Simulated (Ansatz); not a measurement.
# Work function of Ni(100): what the settings cost and change

Aim: the numerical settings behind the work function of Ni(100), with the cost of each.

Method: plane-wave DFT, PBE, Ansatz PAW, in Ansatz 0.2.0.

The experiments to compare with:

“Anisotropic work function of elemental crystals” (2019, arxiv:1902.07811) quotes from earlier work for Ni (clean (100) face, a compiled value): work function (clean (100) face, a compiled value) 5.17 eV.

Report form: inputs, costs, results and the conclusion, without the logs.

In doubt: a lower electronic state may exist (step 15), so energies may not be the lowest and differences between runs may mislead.

## 1. Set-up

The cell holds 7 atoms: 7 Ni. Cell: a = 2.489 Å, b = 2.489 Å, c = 28.560 Å, α = 90.0°, β = 90.0°, γ = 90.0°. Vacuum lies along c.

## 2. Run, setting cutoff 200 eV

A work function rests on the faint tail of the density, so the SCF threshold is tight. The cutoff is raised first; then mesh and smearing are varied at the default cutoff.

Contents of input.yaml:

```yaml
crystal:
  lattice:
    - [2.4890158698, 0.0, 0.0]
    - [0.0, 2.4890158698, 0.0]
    - [0.0, 0.0, 28.56]
  atoms:
    - { symbol: Ni, position: [0.0, 0.0, 0.3151260504], spin: 0.7 }
    - { symbol: Ni, position: [0.5, 0.5, 0.3767507003], spin: 0.7 }
    - { symbol: Ni, position: [0.0, 0.0, 0.4383753501], spin: 0.7 }
    - { symbol: Ni, position: [0.5, 0.5, 0.5], spin: 0.7 }
    - { symbol: Ni, position: [0.0, 0.0, 0.5616246499], spin: 0.7 }
    - { symbol: Ni, position: [0.5, 0.5, 0.6232492997], spin: 0.7 }
    - { symbol: Ni, position: [0.0, 0.0, 0.6848739496], spin: 0.7 }
magnetization:
  spin_polarized: true
kpoints:
  mp_grid: { grid: [16, 16, 1] }
hamiltonian:
  xc: pbe
scf:
  occupations: { method: fermi_dirac, width: 0.1 }
  convergence: { dr2_threshold: 1.0e-09 }
efield:
  axis: 3
  dipole_correction: true
  ramp_position: 0.97
  ramp_width: 0.06
basis:
  ecutwfc: "200 eV"
output:
  write_potential: true
  write_density: true
  volumetric_format: npy
  elf: true
```

On the command line:

```bash
$ ansatz run input.yaml --threads 4 --pin off --max-ram 6144MiB --backend cpu --events-out ev --progress --plain --runs-dir out
```

Run time: 94 s. Hardware: 4 threads of Arm Neoverse N1, shared host; peak memory 0.71 GiB; 4.6 min of CPU time.

Read from the output:

| Property | Result |
| --- | --- |
| energy at zero smearing | -40769.7982 eV |
| total moment | 3.906 μB |
| site moments | 0.6425, 0.5513, 0.5582, 0.5599, 0.5582, 0.5513, 0.6425 μB |
| work function, upper face | 5.688 eV |

Running mean over 1.76 Å of the planar mean; the ramp of the sawtooth is left out. The electron's electrostatic potential energy less the Fermi level by z:

```
z (Å)  electron's electrostatic potential energy less the Fermi level (eV)
 3.17                                                                 5.57
 3.81                                                                 5.50
 4.44                                                                 5.41
 5.08                                                                 5.30
 5.50                                                                 5.21
 6.14                                                                 5.03
 6.77                                                                 4.66
 7.40                                                                 3.43
 8.04                                                                -1.83
 8.67                                                                -7.86
 9.10                                                                -8.94
 9.73                                                                -9.02
10.37                                                                -9.01
11.00                                                                -9.05
11.64                                                                -9.06
12.27                                                                -9.07
12.69                                                                -9.07
13.33                                                                -9.07
13.96                                                                -9.06
14.60                                                                -9.06
15.23                                                                -9.07
15.87                                                                -9.07
16.29                                                                -9.07
16.92                                                                -9.06
17.56                                                                -9.05
18.19                                                                -9.01
18.83                                                                -9.02
19.46                                                                -8.94
19.89                                                                -7.86
20.52                                                                -1.83
21.16                                                                 3.43
21.79                                                                 4.66
22.42                                                                 5.03
23.06                                                                 5.21
23.48                                                                 5.30
24.12                                                                 5.41
24.75                                                                 5.50
25.39                                                                 5.57
```

Site moment by atom:

```
atom  site moment (μB)
 Ni1             0.642
 Ni2             0.551
 Ni3             0.558
 Ni4             0.560
 Ni5             0.558
 Ni6             0.551
 Ni7             0.642
```

Spin density in the ca plane at fractional y = 0.000, with atoms of Ni within 0.2 Å of it.

Ten even steps from '0' (0.0 e/Å³) to '9' (1.9 e/Å³), each cell a mean:
```
15300000002510000000440000000153000000000000
01000000000100000000000000000010000000000000
00000000000000000000000000000000000000000000
00000000000000000000000000000000000000000000
00000000000000000000000000000000000000000000
00000000000000000000000000000000000000000000
13200000001310000000230000000142000000000000
29600000004930000001771000000295000000000000
```
Columns run along c (16.0 Å, from fractional 0.30 to 0.86 of the cell), rows up along a (2.5 Å). Atoms in or near the plane, at fractional coordinates: Ni at (0.32, 0.00), Ni at (0.44, 0.00), Ni at (0.56, 0.00), Ni at (0.68, 0.00).

Electrostatic potential energy in the ca plane at fractional y = 0.000, with atoms of Ni within 0.2 Å of it. With pseudopotentials it is smooth inside the atoms' cores, unlike the true potential.

Ten even steps from '0' (-62 eV) to '9' (10 eV), each cell a mean:
```
20158999951026999984004899997201589999999999
53479999974358999986336899998534799999999999
87899999998789999998888999999878999999999999
99999999999999999999999999999999999999999999
88899999998889999999889999999888999999999999
75589999986568999997557999998656899999999999
30158999962027999984104899997301599999999999
10048999850016999983003799996100489999999999
```
Columns run along c (16.0 Å, from fractional 0.30 to 0.86 of the cell; values clipped at the 3rd and 97th percentile), rows up along a (2.5 Å). Atoms in or near the plane, at fractional coordinates: Ni at (0.32, 0.00), Ni at (0.44, 0.00), Ni at (0.56, 0.00), Ni at (0.68, 0.00).

ELF in the ca plane at fractional y = 0.000, with atoms of Ni within 0.2 Å of it. It is the smooth field of the valence electrons, not physical close to the nuclei.

Values, 5 rows by 16 columns, each cell a mean:
```
0.41 0.22 0.23 0.25 0.35 0.20 0.19 0.40 0.21 0.23 0.26 0.36 0.04 0.00 0.00 0.00
0.19 0.23 0.24 0.20 0.18 0.25 0.25 0.18 0.23 0.24 0.20 0.17 0.05 0.00 0.00 0.00
0.13 0.27 0.17 0.24 0.17 0.22 0.26 0.13 0.27 0.17 0.25 0.14 0.06 0.00 0.00 0.00
0.27 0.22 0.27 0.20 0.23 0.25 0.23 0.26 0.21 0.27 0.21 0.24 0.04 0.00 0.00 0.00
0.50 0.22 0.19 0.28 0.43 0.16 0.17 0.50 0.21 0.19 0.29 0.44 0.05 0.00 0.00 0.00
```
Columns run along c (16.0 Å, from fractional 0.30 to 0.86 of the cell), rows up along a (2.5 Å). Atoms in or near the plane, at fractional coordinates: Ni at (0.32, 0.00), Ni at (0.44, 0.00), Ni at (0.56, 0.00), Ni at (0.68, 0.00).

The work function is 5.688 eV. The program marks this work function as in doubt.

## 3. Slab

Edit input.yaml of step 2 so:

```diff
@@ -28,3 +28,3 @@
 basis:
-  ecutwfc: "200 eV"
+  ecutwfc: "300 eV"
 output:
@@ -33,2 +33 @@
   volumetric_format: npy
-  elf: true
```

It took 2.2 min on 4 threads; peak memory 1 GiB.

The work function is 4.911 eV, -0.777 eV from the run “cutoff 200 eV”, at 1.5 times its CPU time.

## 4. Run

Edit input.yaml of step 3 so:

```diff
@@ -28,3 +28,3 @@
 basis:
-  ecutwfc: "300 eV"
+  ecutwfc: "420 eV"
 output:
```

It took 3.6 min on 4 threads; peak memory 1.5 GiB; 11 min of CPU time.

The work function is 4.909 eV, -0.779 eV from the run “cutoff 200 eV”, at 2.4 times its CPU time.

## 5. Slab

Edit input.yaml of step 4 so:

```diff
@@ -28,3 +28,3 @@
 basis:
-  ecutwfc: "420 eV"
+  ecutwfc: "600 eV"
 output:
```

Wall time 4.7 min (4 threads); peak memory 2.3 GiB; 16 min of CPU time.

The work function is 4.909 eV, -0.000 eV from the run “cutoff 420 eV”, at 1.4 times its CPU time.

## 6. Run

Edit input.yaml of step 5 so:

```diff
@@ -16,3 +16,3 @@
 kpoints:
-  mp_grid: { grid: [16, 16, 1] }
+  mp_grid: { grid: [3, 3, 1] }
 hamiltonian:
@@ -27,4 +27,2 @@
   ramp_width: 0.06
-basis:
-  ecutwfc: "600 eV"
 output:
```

The job ended after 21 s (4 threads; peak memory 0.57 GiB; 46 s of CPU time).

The work function is 4.901 eV, -0.008 eV from the run “cutoff 420 eV”, at 0.069 times its CPU time.

## 7. Run

Edit input.yaml of step 6 so:

```diff
@@ -16,3 +16,3 @@
 kpoints:
-  mp_grid: { grid: [3, 3, 1] }
+  mp_grid: { grid: [5, 5, 1] }
 hamiltonian:
```

Run time: 43 s. Hardware: 4 threads; peak memory 0.62 GiB; 93 s of CPU time.

The work function is 4.942 eV, +0.033 eV from the run “cutoff 420 eV”, at 0.14 times its CPU time.

## 8. Slab

Edit input.yaml of step 7 so:

```diff
@@ -16,3 +16,3 @@
 kpoints:
-  mp_grid: { grid: [5, 5, 1] }
+  mp_grid: { grid: [11, 11, 1] }
 hamiltonian:
```

It took 1.7 min on 4 threads; peak memory 0.97 GiB.

The work function is 4.906 eV, -0.003 eV from the run “cutoff 420 eV”, at 0.48 times its CPU time.

## 9. Run

Edit input.yaml of step 8 so:

```diff
@@ -16,3 +16,3 @@
 kpoints:
-  mp_grid: { grid: [11, 11, 1] }
+  mp_grid: { grid: [24, 24, 1] }
 hamiltonian:
```

It took 6.3 min on 4 threads; peak memory 2.5 GiB.

The work function is 4.908 eV, -0.002 eV from the run “cutoff 420 eV”, at 2.0 times its CPU time.

## 10. Slab

Edit input.yaml of step 9 so:

```diff
@@ -16,3 +16,3 @@
 kpoints:
-  mp_grid: { grid: [24, 24, 1] }
+  mp_grid: { grid: [16, 16, 1] }
 hamiltonian:
@@ -20,3 +20,3 @@
 scf:
-  occupations: { method: fermi_dirac, width: 0.1 }
+  occupations: { method: gaussian, width: 0.05 }
   convergence: { dr2_threshold: 1.0e-09 }
```

Wall time 3.2 min (4 threads); peak memory 1.5 GiB.

The work function is 4.947 eV, +0.037 eV from the run “cutoff 420 eV”, at 0.98 times its CPU time.

## 11. Slab

Edit input.yaml of step 10 so:

```diff
@@ -20,3 +20,3 @@
 scf:
-  occupations: { method: gaussian, width: 0.05 }
+  occupations: { method: methfessel_paxton, width: 0.2 }
   convergence: { dr2_threshold: 1.0e-09 }
```

Wall time 4.8 min (4 threads); peak memory 1.5 GiB.

The work function is 4.931 eV, +0.022 eV from the run “cutoff 420 eV”, at 1.6 times its CPU time.

## 12. Slab

Edit input.yaml of step 11 so:

```diff
@@ -20,3 +20,3 @@
 scf:
-  occupations: { method: methfessel_paxton, width: 0.2 }
+  occupations: { method: fermi_dirac, width: 0.3 }
   convergence: { dr2_threshold: 1.0e-09 }
```

The job ended after 10 min (4 threads; peak memory 1.6 GiB; 38 min of CPU time).

The work function is 4.879 eV, -0.030 eV from the run “cutoff 420 eV”, at 3.4 times its CPU time.

## 13. Slab

Edit input.yaml of step 12 so:

```diff
@@ -20,3 +20,3 @@
 scf:
-  occupations: { method: fermi_dirac, width: 0.3 }
+  occupations: { method: cold, width: 0.1 }
   convergence: { dr2_threshold: 1.0e-09 }
```

Wall time 3.4 min (4 threads); peak memory 1.5 GiB.

The work function is 4.940 eV, +0.031 eV from the run “cutoff 420 eV”, at 1.2 times its CPU time.

## 14. Comparing the runs

Times are for 4 threads of Arm Neoverse N1, shared host. The runs compared:

```
no.                            setting  work function, upper face (eV)     time  memory (GiB)
  1                      cutoff 200 eV                           5.688     94 s          0.71
  2                      cutoff 300 eV                           4.911  2.2 min           1.0
  3                      cutoff 420 eV                           4.909  3.6 min           1.5
  4                      cutoff 600 eV                           4.909  4.7 min           2.3
  5                           mesh 3x3                           4.901     21 s          0.57
  6                           mesh 5x5                           4.942     43 s          0.62
  7                         mesh 11x11                           4.906  1.7 min          0.97
  8                         mesh 24x24                           4.908  6.3 min           2.5
  9          Gaussian smearing 0.05 eV                           4.947  3.2 min           1.5
 10  methfessel_paxton smearing 0.2 eV                           4.931  4.8 min           1.5
 11        fermi_dirac smearing 0.3 eV                           4.879   10 min           1.6
 12               cold smearing 0.1 eV                           4.940  3.4 min           1.5
```

## 15. The same run with other settings

An input spoilt on purpose, to show how the run answers: it repeats the earlier run “cutoff 200 eV” with kpoints.mp_grid.grid from [16, 16, 1] to [1, 1, 1], and scf.max_iter set to 100; its output block differs too.

Edit input.yaml of step 13 so:

```diff
@@ -16,3 +16,3 @@
 kpoints:
-  mp_grid: { grid: [16, 16, 1] }
+  mp_grid: { grid: [1, 1, 1] }
 hamiltonian:
@@ -20,4 +20,5 @@
 scf:
-  occupations: { method: cold, width: 0.1 }
+  occupations: { method: fermi_dirac, width: 0.1 }
   convergence: { dr2_threshold: 1.0e-09 }
+  max_iter: 100
 efield:
@@ -27,2 +28,4 @@
   ramp_width: 0.06
+basis:
+  ecutwfc: "200 eV"
 output:
```

Wall time 14 s (4 threads); peak memory 0.31 GiB.

```
                      quantity  this run  earlier run  difference
work function, upper face (eV)     7.887        5.688         2.2
             total moment (μB)     7.181        3.906         3.3
```

What moves beyond 0.01 in its unit (for the dipole 0.5 % and 5e-5 e·Å): work function, upper face (+2.2 eV) and total moment (+3.28 μB).

The fault (one k-point for a small cell) shows in the results, which are not taken further.

## 16. Summary of results

```yaml
work_function_cutoff_200_ev: 5.688 eV
work_function_cutoff_420_ev: 4.909 eV
work_function_cutoff_600_ev: 4.909 eV
work_function_fermi_dirac_smearing_0p3_ev: 4.879 eV
```

The run at the highest cutoff gives 4.91 eV, and the settings tried spread the value from 4.88 to 5.69 eV. Against 600 eV, a cutoff of 200 eV is off by +0.779 eV. Against 600 eV, a cutoff of 420 eV is off by +0.000 eV. Against the finest mesh, 24 points along a, the coarser ones are off by -0.01 (3), +0.03 (5) and -0.00 (11) eV. The smearing schemes and widths spread it over 0.07 eV. In the run “fermi_dirac smearing 0.3 eV” the moment is gone, so that value belongs to another state. The program marks the value as in doubt in “cutoff 200 eV”. The ladder's slabs use the tabulated experimental lattice constant (two decimals; a low-temperature value for the alkali metals). The magnetic order is the one reached from the typed start; other orders were not compared. In 2 runs of the series (cutoff 200 eV and cutoff 300 eV) the program warns that electrons reach the sawtooth's ramp, which makes dipole and work function less sure.

Calculation against experiment:

| quantity | measured | cutoff 600 eV |
| --- | --- | --- |
| work function (clean (100) face, a compiled value) (eV) | 5.17 | 4.91 (-0.26 eV) |

Measured values from arxiv:1902.07811 (2019).

Verdict: The work function is off by -0.26 eV. No cell relaxation is part of this session.

[Long decimals in the printed logs are rounded to 6 places.]

[Logs are printed without paths, hosts, clocks, repeated set-up lines and the standing remarks that a program may print on its own settings, such as how far it seeks lower states.]

[Hosts, paths, dates, database ids (printed as entryN), source tags and the programs' standing remarks are cut or masked in the printed files.]

[Maps of the electrostatic potential energy from Ansatz leave out the sawtooth potential of an applied field or a dipole correction, so their vacuum need not be flat; planar profiles and work functions include it.]
